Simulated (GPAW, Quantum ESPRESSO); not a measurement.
# Near-edge structure at the B K edge of BN (P6_3/mmc), part 2 of 6

Aim: the B K edge of BN (P6_3/mmc) by two routes, a Lanczos recursion (XSpectra) and a sum over empty bands (GPAW), to see which features are robust.

Quantum ESPRESSO 7.5 and GPAW 26.7.0; core-hole supercells, plane-wave PAW PBE.

So far. Step 2 (The field without a hole (Quantum ESPRESSO)): The mesh shows a gap of 4.30 eV, so the hole is first treated in a charged cell, without the excited electron. Step 3 (Spectrum without a core hole, B atom 3 (Quantum …): Main maxima below 24 eV (height): 1.2 eV (1.14), 7.5 eV (1.66), 11.1 eV (1.52), 12.5 eV (1.22), 13.5 eV (1.43), 16.4 eV (1.58) and 23.4 eV (2.54).

The database entry behind the starting cell differs from later determinations by our own check (about 0.3 % short, minor phase), so it need not match the best structure at ambient conditions.

### Step 6. The atom with a core hole (Quantum ESPRESSO)

Level of this step: all-electron atom with a core hole and its PAW potential, PBE, scalar-relativistic (Quantum ESPRESSO).

The frozen core must hold the hole, so the absorber gets a data set of its own.

Input file B.pbe-n-kjpaw-1sch.ld1.in:

```
&input
   title='B', zed=5., rel=1, iswitch=3, dft='PBE',
   config='1s1 2s2 2p1'
/
&inputp
   file_pseudopw='B.pbe-n-kjpaw-1sch.UPF', author='',
   lpaw=.true.,
   pseudotype=3,
   lloc=-1,
   rcloc=1.2,
   which_augfun='PSQ',
   rmatch_augfun_nc=.true.,
   nlcc=.true.,
   new_core_ps=.true.,
   rcore=0.9,
   tm=.true.,
   zval=4,
   lgipaw_reconstruction=.true., use_paw_as_gipaw=.true.
/
4
2S  1  0  2.00  0.00  1.00  1.20  0.0
2S  1  0  0.00  3.00  1.00  1.20  0.0
2P  2  1  1.00  0.00  1.00  1.40  0.0
2P  2  1  0.00  1.50  1.00  1.40  0.0
```

The run is started by

```sh
ld1.x < B.pbe-n-kjpaw-1sch.ld1.in > B.pbe-n-kjpaw-1sch.ld1.out
```

The log of the run:

```text
     [... banner and references ...]
PAW data will be used for GIPAW calculation
     --------------------------- All-electron run ----------------------------

     B
     scalar relativistic calculation

     atomic number is  5.00
     dft =PBE   lsd =0 sic =0 latt =0  beta=0.20 tr2=1.0E-14
     Exchange-correlation= PBE
                           (   1   4   3   4   0   0   0)
     mesh =1059 r(mesh) = 101.04461 a.u. xmin = -7.00 dx = 0.01250
     1 Ry =  13.60569312 eV, c = 137.03599908

     n l     nl                  e(Ry)          e(Ha)          e(eV)
     1 0     1S 1( 1.00)       -17.2398        -8.6199      -234.5589
     2 0     2S 1( 2.00)        -1.7450        -0.8725       -23.7422
     2 1     2P 1( 1.00)        -1.2992        -0.6496       -17.6766

     final scf error:  7.0E-15 reached in  24 iterations

     Etot =     -33.986705 Ry,     -16.993352 Ha,    -462.412672 eV

     Ekin =      33.847929 Ry,      16.923964 Ha,     460.524531 eV
     Encl =     -76.249618 Ry,     -38.124809 Ha,   -1037.428905 eV
     Eh   =      13.307689 Ry,       6.653844 Ha,     181.060327 eV
     Exc  =      -4.892704 Ry,      -2.446352 Ha,     -66.568626 eV

     normalization and overlap integrals

     s(1S/1S) =  1.000000  <r> =   0.3092  <r2> =    0.1288  r(max) =   0.2025
     s(1S/2S) = -0.000101
     s(2S/2S) =  1.000000  <r> =   1.5671  <r2> =    2.9165  r(max) =   1.2720
     s(2P/2P) =  1.000000  <r> =   1.4985  <r2> =    2.7995  r(max) =   1.1225

     ------------------------ End of All-electron run ------------------------

     --------------------- Generating PAW atomic setup --------------------

      Generating local potential from pseudized AE potential:
      Matching radius rcloc =   1.2000

[...]
(   1   4   3   4   0   0   0)
     mesh =1059 r(mesh) = 101.04461 a.u. xmin = -7.00 dx = 0.01250
     1 Ry =  13.60569312 eV, c = 137.03599908

     n l     nl                  e(Ry)          e(Ha)          e(eV)
[...]
final scf error:  7.0E-15 reached in  24 iterations

     Etot =     -33.986705 Ry,     -16.993352 Ha,    -462.412672 eV

     Ekin =      33.847929 Ry,      16.923964 Ha,     460.524531 eV
     Encl =     -76.249618 Ry,     -38.124809 Ha,   -1037.428905 eV
     Eh   =      13.307689 Ry,       6.653844 Ha,     181.060327 eV
     Exc  =      -4.892704 Ry,      -2.446352 Ha,     -66.568626 eV

     normalization and overlap integrals

     s(1S/1S) =  1.000000  <r> =   0.3092  <r2> =    0.1288  r(max) =   0.2025
     s(1S/2S) = -0.000101
     s(2S/2S) =  1.000000  <r> =   1.5671  <r2> =    2.9165  r(max) =   1.2720
     s(2P/2P) =  1.000000  <r> =   1.4985  <r2> =    2.7995  r(max) =   1.1225

     ------------------------ End of All-electron run ------------------------

     ---------------------- Testing the pseudopotential ----------------------

     B
     scalar relativistic calculation

     atomic number is  5.00   valence charge is  4.00
     dft = SLA  PW   PBX  PBC   lsd =0 sic =0 latt =0  beta=0.20 tr2=1.0E-14
     mesh =1059 r(mesh) = 101.04461 xmin = -7.00 dx = 0.01250

     n l     nl             e AE (Ry)        e PS (Ry)    De AE-PS (Ry)
     1 0     2S   1( 2.00)       -1.74502       -1.74503        0.00001
     2 1     2P   1( 1.00)       -1.29921       -1.29921        0.00001

     eps = 5.7E-15  iter =  3

     Etot =     -33.986705 Ry,     -16.993352 Ha,    -462.412672 eV
     Etotps =   -12.040305 Ry,      -6.020152 Ha,    -163.816689 eV

     Ekin =       9.819446 Ry,       4.909723 Ha,     133.600368 eV
     Encl =     -22.258225 Ry,     -11.129113 Ha,    -302.838585 eV
     Ehrt =       5.291177 Ry,       2.645588 Ha,      71.990126 eV
     Ecxc =      -4.892702 Ry,      -2.446351 Ha,     -66.568599 eV
     (Ecc =      -0.191856 Ry,      -0.095928 Ha,      -2.610328 eV)

     ---------------------- End of pseudopotential test ----------------------
```

Wall time 0.67 s (1 MPI rank of Arm Neoverse V1, shared host); peak memory 0.12 GiB.

### Step 7. Supercell with FCH, B atom 3 (Quantum ESPRESSO)

The holes are 6.6 Å apart. The excited electron is left out and a uniform background balances the charge.

Input file scf.in:

```
&control
   calculation='scf', prefix='x', pseudo_dir='../pp', outdir='tmp', tprnfor=.true.
/
&system
   ibrav=0, nat=28, ntyp=3, nbnd=60
   ecutwfc=56, ecutrho=360
   occupations='fixed'
   tot_charge=1
/
&electrons
   conv_thr=2.8e-07, electron_maxstep=120
   mixing_beta=0.5
/
ATOMIC_SPECIES
N 1.0 N.pbe-n-kjpaw.UPF
B0 1.0 B.pbe-n-kjpaw-1sch.UPF
B 1.0 B.pbe-n-kjpaw.UPF
CELL_PARAMETERS angstrom
  6.24560000 2.16353930 0.00000000
  -4.99648000 4.32707861 0.00000000
  0.00000000 0.00000000 6.63570000
ATOMIC_POSITIONS crystal
N    0.23809524 0.04761905 0.25000000
N    0.38095238 0.47619048 0.25000000
N    0.52380952 0.90476190 0.25000000
N    0.66666667 0.33333333 0.25000000
N    0.80952381 0.76190476 0.25000000
N    0.95238095 0.19047619 0.25000000
N    0.09523810 0.61904762 0.25000000
N    0.19047619 0.23809524 0.75000000
N    0.33333333 0.66666667 0.75000000
N    0.47619048 0.09523810 0.75000000
N    0.61904762 0.52380952 0.75000000
N    0.76190476 0.95238095 0.75000000
N    0.90476190 0.38095238 0.75000000
N    0.04761905 0.80952381 0.75000000
B0   0.23809524 0.04761905 0.75000000
B    0.38095238 0.47619048 0.75000000
B    0.52380952 0.90476190 0.75000000
B    0.66666667 0.33333333 0.75000000
B    0.80952381 0.76190476 0.75000000
B    0.95238095 0.19047619 0.75000000
B    0.09523810 0.61904762 0.75000000
B    0.19047619 0.23809524 0.25000000
B    0.33333333 0.66666667 0.25000000
B    0.47619048 0.09523810 0.25000000
B    0.61904762 0.52380952 0.25000000
B    0.76190476 0.95238095 0.25000000
B    0.90476190 0.38095238 0.25000000
B    0.04761905 0.80952381 0.25000000
K_POINTS automatic
3 3 3 0 0 0
```

The run is started by

```sh
OMP_NUM_THREADS=1 mpirun --oversubscribe --bind-to none -np 4 pw.x -nk 4 -in scf.in > scf.out
```

The log of the run:

```text
     [... banner and references ...]
[banner, memory and clock lines left out]
using ibrav=0 with symmetry is DISCOURAGED, use correct ibrav instead

     G-vector sticks info

     bravais-lattice index     =            0
     lattice parameter (alat)  =      12.4906  a.u.
     unit-cell volume          =    1694.2611 (a.u.)^3
     number of atoms/cell      =           28
     number of atomic types    =            3
     number of electrons       =       112.00
     number of Kohn-Sham states=           60
     kinetic-energy cutoff     =      56.0000  Ry
     charge density cutoff     =     360.0000  Ry
     scf convergence threshold =      2.8E-07
     mixing beta               =       0.5000
     number of iterations used =            8  plain     mixing
     Exchange-correlation= SLA  PW   PBX  PBC
                           (   1   4   3   4   0   0   0)

     celldm(1)=  12.490564  celldm(2)=   0.000000  celldm(3)=   0.000000
     celldm(4)=   0.000000  celldm(5)=   0.000000  celldm(6)=   0.000000

     crystal axes: (cart. coord. in units of alat)
               a(1) = (   0.944911   0.327327   0.000000 )
               a(2) = (  -0.755929   0.654654   0.000000 )
               a(3) = (   0.000000   0.000000   1.003930 )

     reciprocal axes: (cart. coord. in units 2 pi/alat)
               b(1) = (  0.755929  0.872872 -0.000000 )
               b(2) = ( -0.377964  1.091089  0.000000 )
               b(3) = (  0.000000 -0.000000  0.996085 )

     ../pp/N.pbe-n-kjpaw.UPF
     Pseudo is Projector augmented-wave + core cor, Zval =  5.0
     Shape of augmentation charge: PSQ
     Using radial grid of 1085 points,  4 beta functions with:
                l(1) =   0
[...]
ethr =  2.38E-09,  avg # of iterations =  3.4

     negative rho (up, down):  7.279E-03 0.000E+00

     End of self-consistent calculation

          k = 0.0000 0.0000 0.0000 ( 12011 PWs)   bands (ev):

   -14.3925 -12.2058 -12.2057 -12.2052 -11.8909 -11.0113 -11.0112 -10.9766
    -9.7919  -9.7697  -9.7696  -9.7621  -9.7620  -9.7591  -4.9113  -4.0884
    -4.0884  -3.4082  -3.4081  -3.0588  -1.9399  -1.7591  -1.7590  -1.7472
    -1.7450  -1.7443  -1.7442  -1.4422  -1.4421  -1.0908  -0.8396  -0.5672
    -0.5671   0.4513   0.8062   0.8064   0.8146   0.8151   0.8153   0.8206
     1.2446   1.4906   1.4906   2.0819   2.0819   2.1020   2.4237   2.4237
     3.7216   3.7686   3.7686   3.9448   3.9449   3.9514   4.2099   4.2099
     7.9099  10.1767  10.7429  10.7429

     [... bands of 9 further k-points ...]

     highest occupied, lowest unoccupied level (ev):     5.4033    7.0173

!    total energy              =    -560.52762908 Ry
     total all-electron energy =     -2217.768718 Ry
     estimated scf accuracy    <       0.00000006 Ry

     The total energy is the sum of the following terms:
     one-electron contribution =    -110.85078403 Ry
     hartree contribution      =     116.10818335 Ry
     xc contribution           =    -123.39034075 Ry
     ewald contribution        =    -260.62721452 Ry
     one-center paw contrib.   =    -181.76747313 Ry

     convergence has been achieved in  10 iterations

     negative rho (up, down):  7.279E-03 0.000E+00

     Forces acting on atoms (cartesian axes, Ry/au):

     atom    1 type  1   force =    -0.00000206    0.00007300    0.00000000
     atom    2 type  1   force =    -0.00046700   -0.00099768    0.00000000
     atom    3 type  1   force =    -0.00071081    0.00086653    0.00000000
[...]
atom   27 type  3   force =    -0.00029579    0.00024244    0.00000000
     atom   28 type  3   force =     0.00037000   -0.00142120    0.00000000

     Total force =     0.269018     Total SCF correction =     0.000201

     XML data file, charge density, pseudopotentials, collected wavefunctions
```

Elapsed: 64 s, on 4 MPI ranks; peak memory 0.29 GiB; 4.2 min of CPU time.

Energy with the hole: -30174.281 eV, cores included.

(Continued in part 3 of 6.)

[Banner, clock and machine lines of the logs are left out without a mark of their own.]

[Logs are printed without paths, hosts, clocks, repeated set-up lines and the standing remarks that a program may print on its own settings, such as how far it seeks lower states.]

[Hosts, paths, dates, database ids (printed as entryN), source tags and the programs' standing remarks are cut or masked in the printed files.]

[Lists of maxima count a maximum above −3 eV only where it reaches 4 % of the highest in the window and stands out from its surroundings by 2 % of it (1.5 % where it reaches 55 %); shoulders and weaker maxima are passed over, and of the rest the first, up to two pre-edge ones and the few strongest are named.]
